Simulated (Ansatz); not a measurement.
## Preparing Ac2O3 (P-3m1) as a host crystal

Aim: the runs on the perfect crystal Ac2O3 (P-3m1) that a defect calculation needs first.

Program: Ansatz 0.2.0. Level of theory: plane-wave PAW DFT, r2SCAN; relaxation of the defect-free supercell from random displacements, a test of the host's stability. Results are calculated unless marked as measured.

## 1. The structure

Symmetry: P-3m1, No. 164, trigonal system. The conventional cell has a = 4.095 Å, b = 4.095 Å, c = 6.316 Å, α = 90.00°, β = 90.00°, γ = 120.00°. Nearest to Ac lie 7 O at 2.46 to 2.83 Å. Nearest to O lie 4 Ac at 2.46 to 2.52 Å. Nearest to O lie 6 Ac at 2.83 Å. Farther neighbours and most contacts between anions are not listed.

## 2. Defect free supercell relaxed from displaced atoms

The input displaces the atoms at random before the relaxation, so that it can leave a symmetric saddle if there is one.

The input, pristine.rattled/input.yaml:

```yaml
crystal:
  lattice:
    - [8.1902645659, 0.0, 0.0]
    - [-4.0951322829, 7.0929771778, 0.0]
    - [0.0, 0.0, 12.631083201]
  atoms:
    - { symbol: Ac, position: [0.3333333334, 0.1666666666, 0.3773330889] }
    - { symbol: Ac, position: [0.1666666666, 0.3333333334, 0.1226669111] }
    - { symbol: O, position: [0.3333333334, 0.1666666666, 0.1777453311] }
    - { symbol: O, position: [0.1666666666, 0.3333333334, 0.3222546689] }
    - { symbol: O, position: [0.0, 0.0, 0.0] }
    - { symbol: Ac, position: [0.3333333334, 0.1666666666, 0.8773330889] }
    - { symbol: Ac, position: [0.1666666666, 0.3333333334, 0.6226669111] }
    - { symbol: O, position: [0.3333333334, 0.1666666666, 0.6777453311] }
    - { symbol: O, position: [0.1666666666, 0.3333333334, 0.8222546689] }
    - { symbol: O, position: [0.0, 0.0, 0.5] }
    - { symbol: Ac, position: [0.3333333334, 0.6666666666, 0.3773330889] }
    - { symbol: Ac, position: [0.1666666666, 0.8333333333, 0.1226669111] }
    - { symbol: O, position: [0.3333333334, 0.6666666666, 0.1777453311] }
    - { symbol: O, position: [0.1666666666, 0.8333333333, 0.3222546689] }
    - { symbol: O, position: [0.0, 0.5, 0.0] }
    - { symbol: Ac, position: [0.3333333334, 0.6666666666, 0.8773330889] }
    - { symbol: Ac, position: [0.1666666666, 0.8333333333, 0.6226669111] }
    - { symbol: O, position: [0.3333333334, 0.6666666666, 0.6777453311] }
    - { symbol: O, position: [0.1666666666, 0.8333333333, 0.8222546689] }
    - { symbol: O, position: [0.0, 0.5, 0.5] }
    - { symbol: Ac, position: [0.8333333333, 0.1666666666, 0.3773330889] }
    - { symbol: Ac, position: [0.6666666666, 0.3333333334, 0.1226669111] }
    - { symbol: O, position: [0.8333333333, 0.1666666666, 0.1777453311] }
    - { symbol: O, position: [0.6666666666, 0.3333333334, 0.3222546689] }
    - { symbol: O, position: [0.5, 0.0, 0.0] }
    - { symbol: Ac, position: [0.8333333333, 0.1666666666, 0.8773330889] }
    - { symbol: Ac, position: [0.6666666666, 0.3333333334, 0.6226669111] }
    - { symbol: O, position: [0.8333333333, 0.1666666666, 0.6777453311] }
    - { symbol: O, position: [0.6666666666, 0.3333333334, 0.8222546689] }
    - { symbol: O, position: [0.5, 0.0, 0.5] }
    - { symbol: Ac, position: [0.8333333333, 0.6666666666, 0.3773330889] }
    - { symbol: Ac, position: [0.6666666666, 0.8333333333, 0.1226669111] }
    - { symbol: O, position: [0.8333333333, 0.6666666666, 0.1777453311] }
    - { symbol: O, position: [0.6666666666, 0.8333333333, 0.3222546689] }
    - { symbol: O, position: [0.5, 0.5, 0.0] }
    - { symbol: Ac, position: [0.8333333333, 0.6666666666, 0.8773330889] }
    - { symbol: Ac, position: [0.6666666666, 0.8333333333, 0.6226669111] }
    - { symbol: O, position: [0.8333333333, 0.6666666666, 0.6777453311] }
    - { symbol: O, position: [0.6666666666, 0.8333333333, 0.8222546689] }
    - { symbol: O, position: [0.5, 0.5, 0.5] }
basis:
  ecutwfc: 500
  xc_grid: 2
hamiltonian:
  xc: r2scan
kpoints:
  mp_grid: { grid: [1, 1, 1], shift: [0.25, 0.25, 0.25] }
scf:
  occupations: { method: fermi_dirac, width: 0.01 }
  max_iter: 80
output:
  forces: true
relax:
  f_tol: 0.01
  max_steps: 120
  random_displacement: { amplitude: 0.08, seed: 3277 }
checkpoint:
  write: "../pristine.rattled.run"
  compress: false
  write_wavefunctions: false
  write_every: 100000
```

Started as:

```bash
$ ansatz run input.yaml --threads 4 --pin off --max-ram 7536MiB --backend cpu --events-out ev --progress --plain --runs-dir out
```

Numbers of over 12 decimals in the logs are rounded to 6 here.

Output:

```text
[... repeated set-up lines and file paths are left out, and long positions are rounded to six places ...]
Warning: basis.ecutwfc = 500 eV is below the records' recommended 590 eV, and the density's cutoff is lower with it unless basis.ecutrho_ratio is high enough to keep the records' density cutoff: compare with a run at a higher cutoff
Engine: ansatz 0.2.0, aarch64-unknown-linux-gnu
Pseudopotentials: kind: paw
Pseudopotential: Ac, paw, valence charge 21, recommended cutoff 590 eV (normal), Ac.paw.azcp
Pseudopotential: O, paw, valence charge 6, recommended cutoff 500 eV (meta_gga), O.paw.azcp
Functional definition: r2SCAN
  parameter k0 = 0.174
  parameter k1 = 0.065
  parameter a1 = 4.9479
  exchange = r2scan_x(k0 = k0, k1 = k1, a1 = a1)
  correlation = r2scan_c
Crystal: 40 atoms, lattice volume = 733.782 Å³
Basis set: ecut = 500 eV, 18653 PW (Γ), exchange–correlation on 144×144×216 points (8 copies of the dense FFT grid, shifted against one another)
Bands: 288, of which v1, the nominal top of the filled ones, is band 240 counted from 1 (239 counted from 0)
Symmetry: 1 space group operations
k-points: 1
Non-local potential: Ac, projectors of the file, l = 0: 3, l = 1: 3, l = 2: 3, l = 3: 3
Non-local potential: O, projectors of the file, l = 0: 2, l = 1: 2, l = 2: 1
PAW form: soft (Blöchl's): semilocal exchange-correlation on the pseudo side does not see the compensation charge
PAW frozen core: Ac, regenerated for the run's functional (the file was generated under x = pbe(κ = 0.804, μ = 0.219515), c = pbe(β = 0.066725))
PAW frozen core: O, regenerated for the run's functional (the file was generated under x = pbe(κ = 0.804, μ = 0.219515), c = pbe(β = 0.066725))
PAW one-centre angular grid: Ac, 590 points (default); XC on 224 Gauss nodes
PAW one-centre angular grid: O, 302 points (default); XC on 160 Gauss nodes
Initial density: superposition of atomic densities (chi_scale 0.1, normalization cell, long waves kept (reshape's long-wave potential 0.16 eV rms))
Initial wavefunctions: pseudopotential atomic-orbital guess
Functional: x = r2scan, c = r2scan; τ floored in thin density (d = 2e-4 eV/Å³)
SCF iter   1: F=—  HF=-270414.802765 eV  |F-HF|=—  |Δ(HF+E_count)|=         —  Δρ=7.22e-2  dr2=3.75e1  dr2_τ=6.48e-1  ethr=3.10e-3  ⟨swp⟩=8.0  Hψ=1245  notcnv=0  defer=22
preconditioner: auto → Resta (q_TF=auto, 2.542 Å⁻¹)  ε∞=3.9  [insulator: Δε(μ)=3.469 eV  Ē_g=13.638 eV  σ=0.010 eV  W_gap=1.00  n_scr=196 (ndim 8)  ℏωp=23.3 eV  f_vac=0.000  D(μ)=0.00/eV (n_scr^D=0)  ε∞_Penn≈3.9]
SCF iter   2: F=—  HF=-270410.886448 eV  |F-HF|=—  |Δ(HF+E_count)|=    3.92e0  Δρ=3.07e-2  dr2=1.02e1  dr2_τ=9.95e-1  ethr=3.10e-3  ⟨swp⟩=4.0  Hψ=479  notcnv=0  defer=40
SCF iter   3: F=—  HF=-270410.095898 eV  |F-HF|=—  |Δ(HF+E_count)|=   7.91e-1  Δρ=1.84e-2  dr2=3.06e0  dr2_τ=2.11e-1  ethr=2.13e-3  ⟨swp⟩=3.0  Hψ=388  notcnv=0  defer=30
automatic band count: iteration 3 solves 278 bands in place of 288: the levels show a gap, and the empty bands left out lie too high to hold charge; the band table lists the bands solved (type scf.n_extra_bands for more)
SCF iter   4: F=—  HF=-270410.347791 eV  |F-HF|=—  |Δ(HF+E_count)|=   2.52e-1  Δρ=5.56e-3  dr2=2.13e-1  dr2_τ=2.79e-2  ethr=6.38e-4  ⟨swp⟩=4.0  Hψ=482  notcnv=0  defer=30
SCF iter   5: F=—  HF=-270410.362510 eV  |F-HF|=—  |Δ(HF+E_count)|=   1.47e-2  Δρ=2.78e-3  dr2=6.06e-2  dr2_τ=6.90e-3  ethr=4.43e-5  ⟨swp⟩=4.0  Hψ=409  notcnv=0  defer=30
SCF iter   6: F=—  HF=-270410.364777 eV  |F-HF|=—  |Δ(HF+E_count)|=   2.27e-3  Δρ=7.21e-4  dr2=4.53e-3  dr2_τ=2.87e-4  ethr=1.26e-5  ⟨swp⟩=2.0  Hψ=381  notcnv=0  defer=30
SCF iter   7: F=—  HF=-270410.366382 eV  |F-HF|=—  |Δ(HF+E_count)|=   1.60e-3  Δρ=3.06e-4  dr2=6.51e-4  dr2_τ=7.06e-5  ethr=9.43e-7  ⟨swp⟩=2.0  Hψ=384  notcnv=0  defer=30
SCF iter   8: F=—  HF=-270410.367598 eV  |F-HF|=—  |Δ(HF+E_count)|=   1.22e-3  Δρ=1.14e-4  dr2=8.11e-5  dr2_τ=1.21e-5  ethr=1.36e-7  ⟨swp⟩=2.0  Hψ=422  notcnv=0  defer=30
SCF iter   9: F=—  HF=-270410.367608 eV  |F-HF|=—  |Δ(HF+E_count)|=   9.68e-6  Δρ=2.86e-5  dr2=5.23e-6  dr2_τ=5.36e-7  ethr=1.69e-8  ⟨swp⟩=2.0  Hψ=392  notcnv=0  defer=30
SCF iter  10: F=-270410.367608 eV  HF=-270410.367609 eV  |F-HF|=1.08e-6  |Δ(HF+E_count)|=   1.55e-6  Δρ=1.60e-5  dr2=1.62e-6  dr2_τ=2.10e-7  ethr=5.21e-10  ⟨swp⟩=4.0  Hψ=907  notcnv=0
SCF 1 converged in 10 iterations: F = -270410.367608 eV  dr2 = 1.62e-6
  greatest PAW one-centre occupation: 0.994 electrons in one spin orbital (limit 2), on the Ac atom at site 0 (counted from 0), in its partial waves of l = 2
relax step   1: F+E_penalty+E_count = -270410.36760813 eV  Δ(F+E_penalty+E_count) = +0.000e0 eV  max|allowed force component| = 1.886e0 eV/Å  Δτ_max = 0.0000 Å  (10 SCF iters, dr2 threshold 2.50e-6 eV, accepted)
[... the SCF cycles and remarks between the steps are left out from here to the last step ...]
relax step   2: F+E_penalty+E_count = -270410.25140216 eV  Δ(F+E_penalty+E_count) = +1.162e-1 eV  max|allowed force component| = 2.564e0 eV/Å  Δτ_max = 0.1949 Å  (7 SCF iters, dr2 threshold 1.00e-4 eV, rejected (line search))
relax step   3: F+E_penalty+E_count = -270411.53195229 eV  Δ(F+E_penalty+E_count) = -1.164e0 eV  max|allowed force component| = 1.027e-1 eV/Å  Δτ_max = 0.0945 Å  (10 SCF iters, accepted)
relax step   4: F+E_penalty+E_count = -270411.26573001 eV  Δ(F+E_penalty+E_count) = +2.662e-1 eV  max|allowed force component| = 4.919e-1 eV/Å  Δτ_max = 0.1000 Å  (8 SCF iters, dr2 threshold 6.59e-7 eV, rejected (line search))
relax step   5: F+E_penalty+E_count = -270411.54455963 eV  Δ(F+E_penalty+E_count) = -1.261e-2 eV  max|allowed force component| = 1.607e-2 eV/Å  Δτ_max = 0.0192 Å  (9 SCF iters, accepted)
relax step   6: F+E_penalty+E_count = -270411.54455161 eV  Δ(F+E_penalty+E_count) = +8.012e-6 eV  max|allowed force component| = 2.661e-2 eV/Å  Δτ_max = 0.0060 Å  (7 SCF iters, rejected (line search))
SCF iter   1: F=—  HF=-270411.540800 eV  |F-HF|=—  |Δ(HF+E_count)|=         —  Δρ=5.63e-4  dr2=1.99e-3  dr2_τ=2.43e-2  ethr=4.00e-6  ⟨swp⟩=4.0  Hψ=510  notcnv=0  defer=30
automatic band count: iteration 1 solves 278 bands in place of 288: the levels show a gap, and the empty bands left out lie too high to hold charge; the band table lists the bands solved (type scf.n_extra_bands for more)
SCF iter   2: F=—  HF=-270411.543636 eV  |F-HF|=—  |Δ(HF+E_count)|=   2.84e-3  Δρ=2.64e-4  dr2=3.09e-4  dr2_τ=4.18e-5  ethr=4.15e-7  ⟨swp⟩=2.0  Hψ=488  notcnv=0  defer=30
SCF iter   3: F=—  HF=-270411.543565 eV  |F-HF|=—  |Δ(HF+E_count)|=   7.11e-5  Δρ=1.20e-4  dr2=8.06e-5  dr2_τ=1.50e-5  ethr=6.44e-8  ⟨swp⟩=2.0  Hψ=376  notcnv=0  defer=30
SCF iter   4: F=—  HF=-270411.544894 eV  |F-HF|=—  |Δ(HF+E_count)|=   1.33e-3  Δρ=2.86e-5  dr2=4.76e-6  dr2_τ=5.65e-7  ethr=1.68e-8  ⟨swp⟩=2.0  Hψ=376  notcnv=0  defer=30
SCF iter   5: F=—  HF=-270411.544897 eV  |F-HF|=—  |Δ(HF+E_count)|=   3.03e-6  Δρ=8.52e-6  dr2=4.17e-7  dr2_τ=4.39e-8  ethr=9.91e-10  ⟨swp⟩=2.0  Hψ=392  notcnv=0  defer=30
SCF iter   6: F=-270411.544897 eV  HF=-270411.544897 eV  |F-HF|=2.47e-8  |Δ(HF+E_count)|=   1.69e-7  Δρ=2.91e-6  dr2=5.77e-8  dr2_τ=8.11e-9  ethr=2.08e-11  ⟨swp⟩=4.0  Hψ=922  notcnv=0
SCF 7 converged in 6 iterations: F = -270411.544897 eV  dr2 = 5.77e-8
relax step   7: F+E_penalty+E_count = -270411.54489684 eV  Δ(F+E_penalty+E_count) = -3.372e-4 eV  max|allowed force component| = 8.437e-3 eV/Å  Δτ_max = 0.0030 Å  (6 SCF iters, accepted)
iter 1 solved again at ethr=1.21e-11 eV; its pass at ethr=3.10e-3 eV (dr2=5.81e-8 eV) is discarded
SCF iter   1: F=—  HF=-270411.544897 eV  |F-HF|=—  |Δ(HF+E_count)|=         —  Δρ=2.91e-6  dr2=5.75e-8  dr2_τ=8.10e-9  ethr=1.21e-11  ⟨swp⟩=1.0  Hψ=812  notcnv=0  defer=40
SCF iter   2: F=-270411.544897 eV  HF=-270411.544897 eV  |F-HF|=1.98e-9  |Δ(HF+E_count)|=   1.05e-9  Δρ=1.23e-6  dr2=1.07e-8  dr2_τ=1.85e-9  ethr=1.20e-11  ⟨swp⟩=4.0  Hψ=708  notcnv=0
SCF 8 converged in 2 iterations: F = -270411.544897 eV  dr2 = 1.07e-8
SCF converged after 2 iterations
Free energy (F): -270411.544897 eV
Harris-Foulkes:  -270411.544897 eV  (|F-HF|=1.98e-9)
Internal energy: -270411.544897 eV  (E = F + TS)
E sigma→0 (E₀):  -270411.544897 eV
Fermi energy:    13.712731 eV
--- Per-component energies (eV) ---
  E_band       = -9223.978881
  E_kinetic    = 10613.274762
  E_local      = -56289.261660  (includes V_loc(G=0)·N_el)
  E_nonlocal   = 11196.214399
  E_hartree    = 19688.628061
  E_xc         = -11470.138575
  E_vxc        = -6597.312633  (∫ρ·V_xc dr)
  E_paw        = -190602.537440  (= ΣΔE_a)
  E_vpaw       = -7945.825979  (= ΣTr[D̂ρ^β])
  E_aug_tail   = 0.293560  (compensation charges beyond the density's cutoff)
  E_vtau       = 421.382833  (kinetic-family band-sum trace: ∫τ·v_τ [+ j·A + Jᵃ·Aᵃ] dr)
  E_ewald      = -53552.451355
  E_core_change = 4.433350  (= ΣΔE_core)
  E_smearing   = -0.000000  (= −TS)
  E_closure    = -0.000000  (closes the sum)
  Σ components = -270411.544897   (vs F -270411.544897, Δ=0.00e0)
--- Forces (eV/Å), atoms counted from 1 ---
  atom   1  Ac    -0.00025732    -0.00273887    -0.00841151
  atom   2  Ac    -0.00093769    -0.00131751    -0.00612477
  atom   3  O      0.00170431    -0.00181556     0.00562763
  atom   4  O      0.00100100     0.00128561    -0.00066822
  atom   5  O      0.00079523     0.00009739     0.00081677
  atom   6  Ac    -0.00074510     0.00001710     0.00366718
  atom   7  Ac    -0.00046898     0.00261906     0.00767376
  atom   8  O     -0.00436437    -0.00337437    -0.00093629
  atom   9  O     -0.00350392     0.00433356     0.00235055
  atom  10  O      0.00042050     0.00076527    -0.00608296
  atom  11  Ac    -0.00512043     0.00471958    -0.00781174
  atom  12  Ac    -0.00275890     0.00110419    -0.00792715
  atom  13  O      0.00224201     0.00184534    -0.00149228
  atom  14  O      0.00299268    -0.00090047     0.00570044
  atom  15  O     -0.00148468    -0.00240746     0.00016762
  atom  16  Ac     0.00003290    -0.00128436    -0.00271073
  atom  17  Ac     0.00252746    -0.00626950     0.00599074
  atom  18  O      0.00049184     0.00377996     0.00778366
  atom  19  O      0.00259488    -0.00184411     0.00361967
  atom  20  O      0.00411340     0.00197062    -0.00139495
  atom  21  Ac    -0.00338253    -0.00443386    -0.00570730
  atom  22  Ac     0.00043615    -0.00097703    -0.00099672
  atom  23  O      0.00009324    -0.00140715    -0.00032233
  atom  24  O      0.00129172     0.00204359     0.00238649
  atom  25  O      0.00251622     0.00009923    -0.00272428
  atom  26  Ac    -0.00290938     0.00183589     0.00405248
  atom  27  Ac    -0.00336357     0.00261914     0.00702378
  atom  28  O      0.00253291    -0.00200955     0.00032065
  atom  29  O     -0.00153182     0.00072646    -0.00616691
  atom  30  O      0.00046494    -0.00075825    -0.00124873
  atom  31  Ac    -0.00646297     0.00296127    -0.00805576
  atom  32  Ac    -0.00076675    -0.00197603    -0.00382605
  atom  33  O      0.00482230     0.00243558     0.00481503
  atom  34  O      0.00368880    -0.00414996     0.00055584
  atom  35  O     -0.00078652     0.00148955     0.00192027
  atom  36  Ac    -0.00110147     0.00032834     0.00315421
  atom  37  Ac    -0.00004910    -0.00370106     0.00478905
  atom  38  O      0.00447588     0.00288054    -0.00148461
  atom  39  O      0.00314851     0.00050205     0.00413551
  atom  40  O     -0.00201860     0.00059504    -0.00147051
  max |Σ_I F_I| component: 9.88e-4 eV/Å
--- Relaxed structure (7 steps of the walk, 4 accepted, 0 SCFs on fresh bases) ---
  F+E_penalty+E_count = -270411.54489684 eV   max|allowed force component| = 8.437e-3 eV/Å
  atoms:
    - { symbol: Ac, position: [0.334593, 0.165648, 0.377647] }
    - { symbol: Ac, position: [0.166016, 0.334024, 0.122834] }
    - { symbol: O, position: [0.334111, 0.165781, 0.177282] }
    - { symbol: O, position: [0.166252, 0.333729, 0.323165] }
    - { symbol: O, position: [-3.229309035326263e-5, -0.000289, -1.98023565885175e-5] }
    - { symbol: Ac, position: [0.334448, 0.165575, 0.877572] }
    - { symbol: Ac, position: [0.165935, 0.333654, 0.622567] }
    - { symbol: O, position: [0.334374, 0.165848, 0.677386] }
    - { symbol: O, position: [0.166295, 0.333594, 0.822714] }
    - { symbol: O, position: [0.000253, -0.000334, 0.500530] }
    - { symbol: Ac, position: [0.334500, 0.665579, 0.377794] }
    - { symbol: Ac, position: [0.165994, 0.833793, 0.122823] }
    - { symbol: O, position: [0.334100, 0.665660, 0.177717] }
    - { symbol: O, position: [0.166192, 0.833752, 0.322984] }
    - { symbol: O, position: [0.000835, 0.500075, 0.000153] }
    - { symbol: Ac, position: [0.334280, 0.665487, 0.877444] }
    - { symbol: Ac, position: [0.165815, 0.834065, 0.622628] }
    - { symbol: O, position: [0.333917, 0.665547, 0.676928] }
    - { symbol: O, position: [0.166176, 0.833821, 0.822748] }
    - { symbol: O, position: [-0.000552, 0.499474, 0.500014] }
    - { symbol: Ac, position: [0.834432, 0.165784, 0.377668] }
    - { symbol: Ac, position: [0.665887, 0.333859, 0.122624] }
    - { symbol: O, position: [0.834185, 0.165860, 0.177407] }
    - { symbol: O, position: [0.666169, 0.333681, 0.322741] }
    - { symbol: O, position: [0.499856, -0.000719, 0.000341] }
    - { symbol: Ac, position: [0.834599, 0.165451, 0.877523] }
    - { symbol: Ac, position: [0.666084, 0.333891, 0.622718] }
    - { symbol: O, position: [0.834173, 0.165732, 0.677322] }
    - { symbol: O, position: [0.666397, 0.333705, 0.823204] }
    - { symbol: O, position: [0.500254, 9.540304319322375e-5, 0.500105] }
    - { symbol: Ac, position: [0.834378, 0.665385, 0.377632] }
    - { symbol: Ac, position: [0.665867, 0.833970, 0.122835] }
    - { symbol: O, position: [0.833928, 0.665618, 0.177277] }
    - { symbol: O, position: [0.666275, 0.833916, 0.323122] }
    - { symbol: O, position: [0.499934, 0.499845, 6.322209782712059e-5] }
    - { symbol: Ac, position: [0.834402, 0.665683, 0.877563] }
    - { symbol: Ac, position: [0.665967, 0.833929, 0.622595] }
    - { symbol: O, position: [0.833924, 0.665653, 0.677423] }
    - { symbol: O, position: [0.666043, 0.833730, 0.822717] }
    - { symbol: O, position: [0.500440, 0.499518, 0.500010] }
```

Wall time 6.6 min (4 threads of Arm Neoverse N1, shared host); peak memory 2.6 GiB.

The steps of the relaxation:

```
step  energy less that of the first step (eV)  largest force component (eV/Å)
   1                                   0.0000                          1.8857
   2                                   0.1162                          2.5640
   3                                  -1.1643                          0.1027
   4                                  -0.8981                          0.4919
   5                                  -1.1770                          0.0161
   6                                  -1.1769                          0.0266
   7                                  -1.1773                          0.0084
```

Relaxation steps 2, 4, 6 were tried and not accepted.

The atoms that moved most (Å, from the sites as typed, ahead of the random displacement, the mean shift of all atoms taken out):

```
atom      dx      dy      dz  length
 O18   0.007  -0.006  -0.012   0.015
Ac17  -0.012   0.007  -0.002   0.015
Ac26   0.013  -0.007   0.001   0.015
 O34  -0.008   0.006   0.009   0.014
Ac31   0.011  -0.007   0.002   0.014
Ac11   0.012  -0.006   0.004   0.013
Ac32  -0.012   0.006   0.000   0.013
 Ac1   0.012  -0.005   0.002   0.013
```

The relaxed structure:

```xyz
40
Lattice="8.1903 0.0000 0.0000 -4.0951 7.0930 0.0000 0.0000 0.0000 12.6311" Properties=species:S:1:pos:R:3 pbc="T T T"
Ac    2.0621    1.1749    4.7701
Ac   -0.0082    2.3692    1.5515
O     2.0576    1.1759    2.2393
O    -0.0050    2.3671    4.0819
O     0.0009   -0.0020   -0.0003
Ac    2.0612    1.1744   11.0847
Ac   -0.0073    2.3666    7.8637
O     2.0594    1.1764    8.5561
O    -0.0041    2.3662   10.3918
O     0.0034   -0.0024    6.3222
Ac    0.0140    4.7209    4.7719
Ac   -2.0550    5.9141    1.5514
O     0.0104    4.7215    2.2448
O    -2.0532    5.9138    4.0796
O    -2.0410    3.5470    0.0019
Ac    0.0126    4.7203   11.0831
Ac   -2.0575    5.9160    7.8645
O     0.0094    4.7207    8.5503
O    -2.0536    5.9143   10.3922
O    -2.0499    3.5428    6.3157
Ac    6.1553    1.1759    4.7704
Ac    4.0866    2.3681    1.5489
O     6.1530    1.1764    2.2408
O     4.0896    2.3668    4.0766
O     4.0969   -0.0051    0.0043
Ac    6.1580    1.1735   11.0841
Ac    4.0881    2.3683    7.8656
O     6.1534    1.1755    8.5553
O     4.0914    2.3670   10.3980
O     4.0968    0.0007    6.3169
Ac    4.1089    4.7196    4.7699
Ac    2.0384    5.9153    1.5515
O     4.1043    4.7212    2.2392
O     2.0420    5.9149    4.0814
O     2.0477    3.5454    0.0008
Ac    4.1079    4.7217   11.0846
Ac    2.0394    5.9150    7.8641
O     4.1041    4.7215    8.5566
O     2.0408    5.9136   10.3918
O     2.0531    3.5431    6.3157
```

The relaxation ends 29 meV an atom lower than the displaced start, with a largest force component of 0.0084 eV/Å.

## 3. Summary of results

| Quantity | Value |
| --- | --- |
| symmetric supercell less the displaced and relaxed one | 0.000 eV |

The energy fell by 1.177 eV from the randomly displaced start; against the sites as typed, O18 ends farthest off, by 0.02 Å, once the mean shift is taken out. The displaced cell ends within 0.01 eV of the symmetric one, so no lower structure shows in this supercell. All at zero temperature.

[Logs are printed without paths, hosts, clocks, repeated set-up lines and the standing remarks that a program may print on its own settings, such as how far it seeks lower states.]

[Hosts, paths, dates, database ids (printed as entryN), source tags and the programs' standing remarks are cut or masked in the printed files.]

[Runs of the host that timed out are not shown.]

[For some hosts the program warned that the k-mesh of the response run may be too coarse for force constants and the static dielectric constant; such warnings are not always shown.]
